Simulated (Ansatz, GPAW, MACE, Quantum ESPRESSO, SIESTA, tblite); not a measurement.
## GPAW runs on Nb(100)/C(110) interface (68 atoms)

Aim: run Nb(100)/C(110) interface (68 atoms) in GPAW and see how near its forces come to a plane-wave reference, and at what cost.

Main program and level: GPAW 26.7.0; the method is named at each step.

## Step 1: Starting point

The cell holds 68 atoms: 20 Nb and 48 C. Cell: a = 7.134 Å, b = 7.567 Å, c = 22.999 Å, α = 90.0°, β = 90.0°, γ = 90.0°. Bcc Nb(100), 4 repeat layers, 5 surface cells, strained -3.32 and +2.54 %; diamond-structure C(110), 4 layers, 6 cells, -0.00 and -0.00 %; outer planes 2.25 Å apart, 12 Å of vacuum above; not relaxed, displaced by a Gaussian of 0.02 Å. Then every atom was moved at random, 0.05 Å r.m.s. a Cartesian component. Regions: Nb, 20 atoms (20 Nb); C, 48 atoms (48 C). Vacuum lies along c.

The yardstick, on the same geometry:

```
method                 : Kohn-Sham DFT, PBE, PAW, plane waves (Ansatz 0.2.0); cutoff 420 eV, Γ point, fermi-dirac smearing of 0.05 eV; PAW set soft_2
r.m.s. force component : 2.342 eV/Å
longest force          : 9.325 eV/Å
SCF cycles             : 15
time                   : 17 s on 4 threads of Arm Neoverse V1, shared host
CPU time               : 65 s
```

## Step 2: PBE, LCAO dzp, h 0.28 Å

Method: Kohn-Sham DFT, PBE, PAW, atomic orbitals (dzp).

Contents of run.py:

```python
import numpy as np
from ase.io import read
from gpaw import GPAW, FermiDirac

atoms = read("structure.xyz")
atoms.calc = GPAW(
    mode="lcao",
    basis="dzp",
    h=0.28,
    xc="PBE",
    kpts={"size": (1, 1, 1), "gamma": True},
    occupations=FermiDirac(0.05),
    maxiter=200,
    symmetry={"point_group": False},
    txt="gpaw.txt",
)
energy = atoms.get_potential_energy(force_consistent=True)
forces = atoms.get_forces()
print(f"energy {energy:.6f} eV")
print("forces (eV/A)")
for i, (a, f) in enumerate(zip(atoms, forces)):
    print(f"{i:4d} {a.symbol:2s} {f[0]:10.5f} {f[1]:10.5f} {f[2]:10.5f}")
print(f"Fermi level {atoms.calc.get_fermi_level():.4f} eV")
for k in range(len(atoms.calc.get_ibz_k_points())):
    for s in range(atoms.calc.get_number_of_spins()):
        e = atoms.calc.get_eigenvalues(kpt=k, spin=s)
        n = np.searchsorted(e, atoms.calc.get_fermi_level())
        print(f"k {k} spin {s} levels about the Fermi level:", np.round(e[max(n - 6, 0):n], 4).tolist(), "|", np.round(e[n:n + 6], 4).tolist())
```

Contents of structure.xyz:

```xyz
68
Lattice="7.13400 0.00000 0.00000 0.00000 7.56670 0.00000 0.00000 0.00000 22.99872" Properties=species:S:1:pos:R:3 pbc="T T T"
Nb 5.70556 3.02774 5.98404
Nb 4.99344 0.69954 7.68019
Nb 5.72482 2.96274 9.33472
Nb 3.60980 3.80499 10.87264
Nb 4.23531 6.03573 5.99485
Nb 3.62450 3.77382 7.69399
Nb 4.34425 6.10254 9.39199
Nb 2.08727 6.78309 10.95797
Nb 2.92080 1.51939 5.92953
Nb 2.12850 6.80995 7.72527
Nb 2.82242 1.41944 9.29654
Nb 0.77247 2.33576 10.81952
Nb 1.40811 4.49825 5.97875
Nb 0.71069 2.32585 7.61051
Nb 1.37558 4.58973 9.27147
Nb 6.30489 5.26362 10.96234
Nb 6.99467 0.09224 6.07833
Nb 6.48680 5.30585 7.71745
Nb 7.13229 0.00446 9.33196
Nb 4.98980 0.83582 10.93612
C 3.90251 5.62985 13.15826
C 1.18738 4.47078 13.17091
C 1.99559 4.43749 14.52438
C 2.98979 5.71399 14.47171
C 3.82489 5.71611 15.65431
C 1.20928 4.57188 15.74653
C 2.12536 4.46216 16.96064
C 3.00463 5.73397 16.88635
C 3.87169 0.75584 13.18310
C 1.34690 6.93768 13.21069
C 2.16674 6.92868 14.49793
C 2.98793 0.70385 14.48045
C 3.93968 0.72882 15.74607
C 1.17647 7.06949 15.66167
C 2.14412 6.89954 16.96593
C 2.94820 0.67139 16.98478
C 0.37625 5.73692 13.27302
C 4.81438 4.50022 13.28981
C 5.60775 4.54789 14.56417
C 6.50136 5.75985 14.39260
C 0.43874 5.75183 15.77850
C 4.66364 4.42879 15.75228
C 5.69843 4.45928 17.00019
C 6.56542 5.81841 16.97168
C 3.84252 3.20722 13.20793
C 1.21956 1.87019 13.12491
C 2.16817 2.05648 14.50552
C 2.99635 3.09826 14.49241
C 3.91999 3.11408 15.89258
C 1.16306 1.89697 15.66742
C 2.04018 1.97884 17.01537
C 2.97224 3.15819 17.02595
C 0.36897 0.73632 13.26198
C 4.80653 6.96114 13.23461
C 5.63893 7.03930 14.38524
C 6.60872 0.82477 14.46022
[... 8 atom lines left out ...]
C 0.35848 3.18089 15.77413
C 4.78092 2.02810 15.71825
C 5.70092 1.92028 17.08782
C 6.54644 3.22879 16.99076
```

Launch:

```
> OMP_NUM_THREADS=1 python run.py > output.txt
```

The program printed:

```text
energy -549.794878 eV
forces (eV/A)
   0 Nb   -0.28261   -0.18287   -0.66120
   1 Nb   -0.04238    0.43493   -0.35595
   2 Nb   -0.31156    0.27076   -0.77106
   3 Nb   -0.25295    1.00803    4.54242
   4 Nb   -0.24900   -0.03832   -0.09689
   5 Nb   -0.22364    0.30332   -1.07626
   6 Nb   -0.80621   -0.45684   -0.82252
   7 Nb    0.65189   -0.34386    4.13723
   8 Nb    0.01155    0.07919   -0.06342
   9 Nb    0.33112   -0.39184   -1.32523
  10 Nb    0.40332    0.75459   -0.54073
  11 Nb   -0.33955    0.09157    4.29588
  12 Nb    0.39179   -0.07558    0.22170
  13 Nb    0.39615   -0.50138   -0.39023
  14 Nb    0.73419   -0.49202    0.34652
  15 Nb    0.32108    0.22154    3.94618
  16 Nb   -0.20452    0.14156   -0.69457
  17 Nb   -0.68839    0.02905   -1.20807
  18 Nb    0.39993   -0.02912   -0.18339
  19 Nb   -0.19072   -1.02504    4.16299
  20 C     1.77957    3.29751    0.24146
  21 C    -1.78879   -0.60192    1.45741
  22 C     6.22867    0.51756   -2.98283
  23 C    -1.79336   -1.46823   -2.12413
[...]
60 C    -0.33585   -0.49560   -0.92798
  61 C    -0.91984    4.19268   -0.71266
  62 C     0.53631    3.83766   -0.34871
  63 C    -2.44582    1.23777   -2.29755
  64 C    -1.19245    1.45779    1.02624
  65 C     1.49064   -5.52286    2.45118
  66 C     3.69042    1.76858   -2.16462
  67 C    -3.73046   -0.35764   -0.54027
Fermi level 3.8811 eV
k 0 spin 0 levels about the Fermi level: [3.6595, 3.6938, 3.7009, 3.746, 3.7814, 3.8343] | [3.8825, 3.8878, 3.9181, 3.9618, 4.0291, 4.0749]
```

gpaw.txt:

```text
Input parameters:
  mode=LCAO(),
  basis={'default': 'dzp'},
  h=0.28,
  kpts=MonkhorstPack(size=(1, 1, 1), gamma=True),
  maxiter=200,
  occupations=Occupations(name='fermi-dirac', width=0.05, fixmagmom=False),
  symmetry=Symmetry(point_group=False),
  xc=XC(name='PBE')
Unit cell  # Å
| periodic |        x |        y |         z |   lengths |    angles |
|----------|----------|----------|-----------|-----------|-----------|
|      yes | 7.134000 | 0.000000 |  0.000000 |  7.134000 | 90.000000 |
|      yes | 0.000000 | 7.566700 |  0.000000 |  7.566700 | 90.000000 |
|      yes | 0.000000 | 0.000000 | 22.998720 | 22.998720 | 90.000000 |
Number of symmetries: 1
Symmetry operations  # r_c * U_cc + t_c -> r_c
|   | kind |            matrix            |
|---|------|------------------------------|
| 0 |  E   |  1, 0, 0,  0, 1, 0,  0, 0, 1 |
BZ-sampling:
  Number of BZ points: 1
  Number of IBZ points: 1
  Monkhorst-Pack size: [1, 1, 1]
  Monkhorst-Pack shift: [0, 0, 0]
[... lines left out ...]
  Fermi-Dirac:
[... lines left out ...]
xc functional:
  name: PBE with 2 nearest neighbor stencil
interpolation: tri-quintic # 5. degree polynomial
Initialization done in: 10.531 s
convergence criteria:
- Maximum [total energy] change in last 3 cyles: 0.0005 eV / valence electron
- Maximum integral of absolute [dens]ity change: 0.0001 electrons / valence electron
- Maximum integral of absolute [eigenst]ate change: 4e-08 eV^2 / valence electron
maximum number of iterations: 200
SCF iterations
|iter     |      energy | eigst |  dens |
|---------|-------------|-------|-------|
|iter:   1|-1165.464018 |      c|       |
|iter:   2|-3430.750555 |      c| -0.38 |
|iter:   3| -936.744562 |      c| -0.23 |
|iter:   4| -647.400565 |      c| -0.56 |
|iter:   5| -604.333161 |      c| -0.80 |
[...]
|iter:  15| -549.803601 |      c| -1.80 |
|iter:  16| -549.705246 |      c| -1.94 |
|iter:  17| -549.725142c|      c| -2.06 |
|iter:  18| -549.774244c|      c| -2.14 |
|iter:  19| -549.709625c|      c| -2.06 |
[...]
|iter:  28| -549.571992c|      c| -3.74 |
|iter:  29| -549.571603c|      c| -3.72 |
|iter:  30| -549.571796c|      c| -4.03c|
Converged in 30 steps
SCF loop duration: 349.431 s (11.648 s/step)
Energy contributions relative to reference atoms: (reference = -2127449.105325)
Energy contributions:
  Kinetic:         215.692890
  Coulomb:        -303.467540
  Zero:             26.142611
  External:          0.000000
  Xc:             -487.716675
  Entropy:          -0.446164
  Spinorbit:         0.000000
  ----------------------------
  Free energy:    -549.794878
  Extrapolated:   -549.571796
dipole moment: (32.830846, -39.763788, -1.367695)  # |e|*Ang
Fermi level: 3.881
Eigenvalues  # (at kpt = [0.000, 0.000, 0.000])
| band index |      eig [eV] | occ [0-2] |
|------------|---------------|-----------|
|          0 |       -51.423 |     2.000 |
|        ... |               |           |
|        217 |         3.603 |     1.992 |
|        218 |         3.633 |     1.986 |
[...]
|        232 |         4.134 |     0.013 |
|        ... |               |           |
|        275 |         7.260 |     0.000 |
Gap: 0.048 eV
Transition (v -> c):
  (s=0, k=0, n=224, [0.00, 0.00, 0.00]) -> (s=0, k=0, n=225, [0.00, 0.00, 0.00])
No difference between direct/indirect transitions
Force computation time: 29.643  # s
timing:  # [seconds]
  Total:  389.633  # ━━━━━━━━━━━━━━━━━━━━━━━━━━━━━━━━━━━━━━━━━━━━━━━━━━━━━━━━
  Init:    10.530  # ━╸
  SCF:    349.431  # ━━━━━━━━━━━━━━━━━━━━━━━━━━━━━━━━━━━━━━━━━━━━━━━━━━
  Forces:  29.643  # ━━━━╸
```

It took 6.5 min on 1 thread of Arm Neoverse V1, shared host; peak memory 0.69 GiB.

Banners, paths, timers and routine set-up lines are dropped from the logs unmarked, and long logs keep their key lines alone; longer cuts are marked.

Numbers from this run, and their distance from the reference:

| Property | Result |
| --- | --- |
| r.m.s. force component | 2.414 eV/Å |
| r.m.s. difference of force components | 270.3 meV/Å |
| longest difference of force vectors | 1248 meV/Å |
| force difference over r.m.s. force | 11.54 % |
| slope of forces against the reference's | 1.025 |
| correlation of force components | 0.994 |

This is a coarse setting, run to see what it loses.

Length of the force difference by element (eV/Å):

```csv
element,atoms,mean,most
C,48,0.49,1.2
Nb,20,0.10,0.20
```

A closer look about C47, which bears the longest force: 9 atoms, nearest first, numbered in the order of the input, with positions taken from that point.

| atom | x | y | z | distance (Å) | Fx | Fy | Fz (eV/Å) |
| --- | --- | --- | --- | --- | --- | --- | --- |
| C47 | 0.00 | 0.00 | 0.00 | 0.00 | -4.43 | -9.01 | -1.46 |
| C48 | 0.83 | 1.04 | -0.01 | 1.33 | 1.53 | 7.57 | -0.23 |
| C50 | -1.01 | -0.16 | 1.16 | 1.54 | 3.61 | 5.34 | 2.69 |
| C32 | 0.82 | -1.35 | -0.03 | 1.58 | 0.48 | -0.35 | -0.93 |
| C46 | -0.95 | -0.19 | -1.38 | 1.69 | -1.00 | 3.95 | 0.14 |
| C23 | -0.17 | 2.38 | 0.02 | 2.39 | 6.23 | 0.52 | -2.98 |
| C45 | 1.67 | 1.15 | -1.30 | 2.41 | 3.48 | -0.39 | -0.24 |
| C61 | -1.77 | 1.16 | -1.22 | 2.44 | -0.34 | -0.50 | -0.93 |
| C49 | 1.75 | 1.06 | 1.39 | 2.47 | -1.46 | 4.29 | -2.64 |

Atoms are counted from 1 here, from 0 in the log.

Forces lie 12 % from the reference's, at 6.0 times its CPU time (on 1 against 4 cores).

The difference per atom is largest on C (0.49 eV/Å on average, against 0.10 on Nb). The forces add up to 4.7 eV/Å instead of zero, usually a sign of too coarse a grid.

## Step 3: PBE, grid h 0.24 Å

Method: Kohn-Sham DFT, PBE, PAW, finite differences on a real-space grid.

Changes to run.py since step 2:

```diff
@@ -3,2 +3,3 @@
 from gpaw import GPAW, FermiDirac
+from ase.parallel import parprint as print
 
@@ -6,5 +7,4 @@
 atoms.calc = GPAW(
-    mode="lcao",
-    basis="dzp",
-    h=0.28,
+    mode="fd",
+    h=0.24,
     xc="PBE",
@@ -14,2 +14,3 @@
     symmetry={"point_group": False},
+    nbands=269,
     txt="gpaw.txt",
```

structure.xyz is that of step 2.

Launch:

```
> OMP_NUM_THREADS=1 mpirun -np 2 gpaw python run.py > output.txt
```

The program printed:

```text
energy -583.176278 eV
forces (eV/A)
   0 Nb   -0.28814   -0.20793   -0.49507
   1 Nb    0.09691    0.39324   -0.39452
   2 Nb   -0.29428    0.26532   -0.74185
   3 Nb   -0.16635    1.00102    4.42759
   4 Nb   -0.23749   -0.02842    0.05746
   5 Nb   -0.21250    0.29908   -1.13250
[...]
65 C     2.79073   -4.99923    2.96362
  66 C     2.95498    1.22299   -2.67559
  67 C    -2.42653    0.26695   -0.37626
Fermi level 3.7959 eV
k 0 spin 0 levels about the Fermi level: [3.5762, 3.604, 3.6078, 3.6684, 3.6964, 3.7448] | [3.7969, 3.8034, 3.8344, 3.8771, 3.9481, 3.992]
```

gpaw.txt:

```text
Input parameters:
  mode=FD(),
  h=0.24,
  kpts=MonkhorstPack(size=(1, 1, 1), gamma=True),
  maxiter=200,
  nbands=269,
  occupations=Occupations(name='fermi-dirac', width=0.05, fixmagmom=False),
[... lines left out ...]
  Converge bands: occupied
[... lines left out ...]
  Fermi-Dirac:
[... lines left out ...]
convergence criteria:
- Maximum [total energy] change in last 3 cyles: 0.0005 eV / valence electron
[... lines left out ...]
Converged in 35 steps
[... lines left out ...]
  Free energy:    -583.176278
[... lines left out ...]
Fermi level: 3.796
[... lines left out ...]
|        ... |               |           |
|        217 |         3.515 |     1.993 |
|        218 |         3.536 |     1.989 |
[...]
|        232 |         4.050 |     0.012 |
|        ... |               |           |
|        268 |         6.791 |     0.000 |
Gap: 0.052 eV
Transition (v -> c):
  (s=0, k=0, n=224, [0.00, 0.00, 0.00]) -> (s=0, k=0, n=225, [0.00, 0.00, 0.00])
No difference between direct/indirect transitions
Force computation time: 5.022  # s
```

Run time: 4.6 min. Hardware: 2 MPI ranks; peak memory 1.4 GiB.

Compared with the plane-wave run:

```
r.m.s. force component                  : 2.252 eV/Å
r.m.s. difference of force components   : 672.6 meV/Å
longest difference of force vectors     : 1953 meV/Å
force difference over r.m.s. force      : 28.72 %
slope of forces against the reference's : 0.9212
correlation of force components         : 0.9584
```

This is a coarse setting, run to see what it loses.

Against the first run (12 %), the force difference from the reference is 29 %, at 1.4 times the CPU time (on 2 against 1 cores).

The difference per atom is largest on C (1.3 eV/Å on average, against 0.035 on Nb). The forces add up to 17 eV/Å instead of zero, usually a sign of too coarse a grid.

## Step 4: The ladder

Differences are against the plane-wave reference, forces as r.m.s. over components; share is that over the reference's r.m.s. force, slope the least-squares factor from reference forces to these. Total energies of different programs have different zeros and aren't compared.

| run | Δ force, r.m.s. (meV/Å) | share (%) | slope | cores | CPU time | memory (GiB) |
| --- | --- | --- | --- | --- | --- | --- |
| reference | - | - | - | 4 | 65 s | 1.4 |
| GPAW PBE, LCAO dzp, h 0.28 Å (coarse) | 270 | 11.5 | 1.025 | 1 | 6.5 min | 0.69 |
| GPAW PBE, grid h 0.24 Å (coarse) | 673 | 28.7 | 0.921 | 2 | 9.2 min | 1.4 |

Rows marked coarse were listed beforehand as settings not expected to be converged; some can still land near the reference.

CPU time is summed over cores on a shared host, where runs went side by side, so it is rough. Symmetry, cutoffs, thresholds, outputs and thread counts weren't matched or tuned between programs; memory under MPI is the largest rank's times the ranks.

Further runs of this program without a result: GPAW PBE, LCAO dzp, h 0.2 Å (cut off at its time limit); GPAW PBE, LCAO szp(dzp), h 0.2 Å (cut off at its time limit); GPAW PBE, LCAO dzp, h 0.2 Å, other mixer settings (cut off at its time limit).

## Step 5: Results

* nearest in forces: GPAW PBE, LCAO dzp, h 0.28 Å (coarse), 12 %
* its CPU time: 6.5 min

**Reading.** Runs with settings chosen to be coarse differ by 12 % (GPAW PBE, LCAO dzp, h 0.28 Å) to 29 % (GPAW PBE, grid h 0.24 Å), their programs' other errors included. None of the electronic-structure runs in the table takes under half the reference's CPU time of 65 s; they take 6.0 to 8.5 times as much. The host structure and its lattice constant were typed by rule, without a check against the phase diagram. The electronic-structure runs sample only Γ, in a cell whose shortest periodic width is 7 Å, which is coarse for a cell with partly filled levels.

[Also dropped from logs without a mark: logging warnings of Python, and SIESTA's first energy breakdown and zero terms.]

[Logs are printed without paths, hosts, clocks, repeated set-up lines and the standing remarks that a program may print on its own settings, such as how far it seeks lower states.]

[Hosts, paths, dates, database ids (printed as entryN), source tags and the programs' standing remarks are cut or masked in the printed files.]
